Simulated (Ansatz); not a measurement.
# Converging the field response of a BaHfO3 (001), HfO2 faces film, part 3 of 3

Aim: a convergence study of the equivalent conductor thickness of a BaHfO3 (001), HfO2 faces film, with the cost of each setting.

Ansatz 0.2.0; plane-wave DFT, PBE, Ansatz PAW (the session's first sound run).

So far, equivalent conductor thickness p/(ε₀AE) (Å): step 2 (single point, setting first choice, PBE) 9.04; step 16 (run, box 26.3 Å (run 5), PBE) 9.02; step 17 (single point, box 26.3 Å (run 7), PBE) 9.04; step 18 (single point, box 26.3 Å (run 8), PBE) 9.04; step 19 (LDA) 9.05.

## Step 20: Single point, box 26.3 Å (run 9)

This step: plane-wave DFT, r2SCAN, Ansatz PAW (Ansatz 0.2.0).

input.yaml

```yaml
crystal:
  lattice:
    - [4.17, 0.0, 0.0]
    - [0.0, 4.17, 0.0]
    - [0.0, 0.0, 26.34]
  atoms:
    - { symbol: Hf, position: [0.5, 0.5, 0.3416856492] }
    - { symbol: O, position: [0.0, 0.5, 0.3416856492] }
    - { symbol: O, position: [0.5, 0.0, 0.3416856492] }
    - { symbol: Ba, position: [0.0, 0.0, 0.4208428246] }
    - { symbol: O, position: [0.5, 0.5, 0.4208428246] }
    - { symbol: Hf, position: [0.5, 0.5, 0.5] }
    - { symbol: O, position: [0.0, 0.5, 0.5] }
    - { symbol: O, position: [0.5, 0.0, 0.5] }
    - { symbol: Ba, position: [0.0, 0.0, 0.5791571754] }
    - { symbol: O, position: [0.5, 0.5, 0.5791571754] }
    - { symbol: Hf, position: [0.5, 0.5, 0.6583143508] }
    - { symbol: O, position: [0.0, 0.5, 0.6583143508] }
    - { symbol: O, position: [0.5, 0.0, 0.6583143508] }
kpoints:
  mp_grid: { grid: [6, 6, 1] }
hamiltonian:
  xc: r2scan
scf:
  occupations: { method: fixed }
  convergence: { dr2_threshold: 1.0e-10 }
efield:
  axis: 3
  dipole_correction: true
  ramp_position: 0.97
  ramp_width: 0.06
  amplitude: 0.1
output:
  write_potential: true
  write_density: true
  volumetric_format: npy
```

The run is started by

```console
$ ansatz run input.yaml --threads 4 --pin off --max-ram 6144MiB --backend cpu --events-out ev --progress --plain --runs-dir out
```

Numbers of over 12 decimals in the logs are rounded to 6 here.

Output:

```text
[...]
Crystal: 13 atoms, lattice volume = 458.024 Å³
Basis set: ecut = 500 eV, 11593 PW (Γ), exchange–correlation on 128×128×800 points (64 copies of the dense FFT grid, shifted against one another)
Bands: 88, of which v1, the nominal top of the filled ones, is band 73 counted from 1 (72 counted from 0)
Symmetry: 8 space group operations
k-points: 10 of 36
[...]
k-point 0: bands = [... 69 lower, 1.3646, 1.3646, 1.5441, 1.5441, 5.3094, 5.4446, 5.4549, 5.4549, ... 11 higher]
  k-point 1: bands = [... 69 lower, 0.9618, 1.1402, 1.1421, 1.3187, 5.4819, 5.5222, 5.8817, 6.0464, ... 11 higher]
  k-point 2: bands = [... 69 lower, 0.8263, 0.8427, 0.9477, 1.0047, 5.6736, 5.9181, 6.3063, 6.3178, ... 11 higher]
  k-point 9: bands = [... 69 lower, 0.9826, 1.0980, 1.9364, 2.1182, 6.6405, 6.9975, 7.9724, 7.9724, ... 11 higher]
[key lines of the parts left out:]
SCF converged after 13 iterations
Free energy (F): -63700.610049 eV
Fermi energy:    2.118171 eV
Dipole field:    D = 0.033568 V/Å  (p = 0.084967 e·Å, saw-weighted, corrected)
```

The job ended after 43 s (4 threads of AMD EPYC 7R43, shared host; peak memory 2.2 GiB; 2.8 min of CPU time).

The dipole corresponds to a conductor 8.842 Å thick, -2.21 % from the first choice, at 2.0 times its CPU time.

## Step 21: Single point, box 26.3 Å (run 10)

This step: plane-wave DFT, PBE, norm-conserving (Ansatz 0.2.0).

Edit input.yaml of step 20 so:

```diff
@@ -22,3 +22,4 @@
 hamiltonian:
-  xc: r2scan
+  xc: pbe
+  pseudopotentials: { kind: nc }
 scf:
```

Output:

```text
[...]
Crystal: 13 atoms, lattice volume = 458.024 Å³
Basis set: ecut = 1240 eV, 45307 PW (Γ)
Bands: 88, of which v1, the nominal top of the filled ones, is band 73 counted from 1 (72 counted from 0)
Symmetry: 8 space group operations
k-points: 10 of 36
[...]
k-point 0: bands = [... 69 lower, 1.8323, 1.8323, 1.9976, 1.9976, 5.2097, 5.3443, 5.3764, 5.3764, ... 11 higher]
  k-point 1: bands = [... 69 lower, 1.4198, 1.5869, 1.6047, 1.7692, 5.3851, 5.4434, 5.7599, 5.9532, ... 11 higher]
  k-point 2: bands = [... 69 lower, 1.2787, 1.3081, 1.3850, 1.4733, 5.5962, 5.8157, 6.1774, 6.2576, ... 11 higher]
  k-point 9: bands = [... 69 lower, 1.4124, 1.5293, 2.3743, 2.5414, 6.5249, 6.8631, 7.8718, 7.8718, ... 11 higher]
[key lines of the parts left out:]
SCF converged after 15 iterations
Free energy (F): -26977.829577 eV
Fermi energy:    2.541427 eV
Dipole field:    D = 0.034314 V/Å  (p = 0.086856 e·Å, saw-weighted, corrected)
```

Wall time 2 min (4 threads); peak memory 4.6 GiB; 7.8 min of CPU time.

The dipole corresponds to a conductor 9.038 Å thick, -0.04 % from the first choice, at 5.7 times its CPU time.

## Step 22: Run, box 26.3 Å (run 7)

This step: plane-wave DFT, PBE, JTH PAW (Ansatz 0.2.0).

Edit input.yaml of step 21 so:

```diff
@@ -23,3 +23,3 @@
   xc: pbe
-  pseudopotentials: { kind: nc }
+  pseudopotentials: { kind: paw, source: jth }
 scf:
```

Output:

```text
[...]
k-point 0: bands = [... 48 lower, 0.9635, 0.9635, 1.1305, 1.1305, 4.3585, 4.5286, 4.5356, 4.5356, ... 9 higher]
  k-point 1: bands = [... 48 lower, 0.5700, 0.7369, 0.7382, 0.9030, 4.5335, 4.6149, 4.9106, 5.1436, ... 9 higher]
  k-point 2: bands = [... 48 lower, 0.4388, 0.4655, 0.5530, 0.6051, 4.7946, 4.9610, 5.3243, 5.4326, ... 9 higher]
  k-point 9: bands = [... 48 lower, 0.6295, 0.7477, 1.5742, 1.7428, 5.6619, 6.0031, 7.0440, 7.0440, ... 9 higher]
[key lines of the parts left out:]
SCF converged after 15 iterations
Free energy (F): -44847.103198 eV
Fermi energy:    1.742815 eV
Dipole field:    D = 0.034269 V/Å  (p = 0.086742 e·Å, saw-weighted, corrected)
```

Wall time 88 s (4 threads); peak memory 4.5 GiB.

The dipole corresponds to a conductor 9.027 Å thick, -0.17 % from the first choice, at 4.1 times its CPU time.

## Step 23: Comparing the runs

Times are for 4 threads of AMD EPYC 7R43, shared host. The runs compared:

```csv
no.,setting,equivalent conductor thickness p/(ε₀AE) (Å),time,memory (GiB)
1,first choice,9.042,22 s,1.3
2,cutoff 250 eV,9.069,9.3 s,0.80
3,cutoff 330 eV,9.043,14 s,1.0
4,cutoff 600 eV,9.042,37 s,2.0
5,mesh 1x1,10.32,2.8 s,0.54
6,mesh 2x2,9.124,4.5 s,0.93
7,mesh 3x3,9.050,7.7 s,0.90
8,mesh 12x12,9.042,66 s,1.8
9,vacuum 10 Å,9.033,16 s,1.0
10,vacuum 14 Å,9.042,19 s,1.2
11,vacuum 26 Å,9.040,29 s,1.6
12,field 0.005 V/Å,9.041,22 s,1.3
13,field 0.03 V/Å,9.041,21 s,1.3
14,field 0.3 V/Å,9.046,26 s,1.3
15,SCF threshold 1e-04 eV,9.020,18 s,1.3
16,SCF threshold 1e-06 eV,9.040,21 s,1.3
17,SCF threshold 1e-08 eV,9.042,22 s,1.3
18,"LDA, Ansatz PAW (420 eV)",9.048,24 s,1.3
19,"r2SCAN, Ansatz PAW (500 eV)",8.842,43 s,2.2
20,"PBE, norm-conserving (1240 eV)",9.038,2 min,4.6
21,"PBE, JTH PAW (1380 eV)",9.027,88 s,4.5
```

## Step 24: Summary of results

```yaml
equivalent_conductor_thickness_first_choice: 9.042 Å
equivalent_conductor_thickness_cutoff_600_ev: 9.042 Å
equivalent_conductor_thickness_mesh_1x1: 10.32 Å
equivalent_conductor_thickness_vacuum_26_a: 9.040 Å
equivalent_conductor_thickness_lda_ansatz_paw_420_ev: 9.048 Å
equivalent_conductor_thickness_r2scan_ansatz_paw_500_ev: 8.842 Å
```

**Reading.** The first choice gives 9.04 Å. Numerical settings off by more than 1 % against it: mesh 1x1 (+14.2 %). The cheapest single change that stays within 0.5 % is mesh 3x3, at 35 % of the CPU time. Functionals and files move it by +0.1 % (LDA, Ansatz PAW (420 eV)), -2.2 % (r2SCAN, Ansatz PAW (500 eV)), under 0.1 % (PBE, norm-conserving (1240 eV)) and -0.2 % (PBE, JTH PAW (1380 eV)). The film is symmetric and its atoms are held, so the dipole is the electronic response to the field alone. Times of a few seconds on a shared host rank the settings only roughly. In 2 runs of the series (cutoff 250 eV and vacuum 10 Å) the program warns that electrons reach the sawtooth's ramp, which makes dipole and work function less sure.

[Logs are printed without paths, hosts, clocks, repeated set-up lines and the standing remarks that a program may print on its own settings, such as how far it seeks lower states.]

[Hosts, paths, dates, database ids (printed as entryN), source tags and the programs' standing remarks are cut or masked in the printed files.]

[Maps of the electrostatic potential energy from Ansatz leave out the sawtooth potential of an applied field or a dipole correction, so their vacuum need not be flat; planar profiles and work functions include it.]
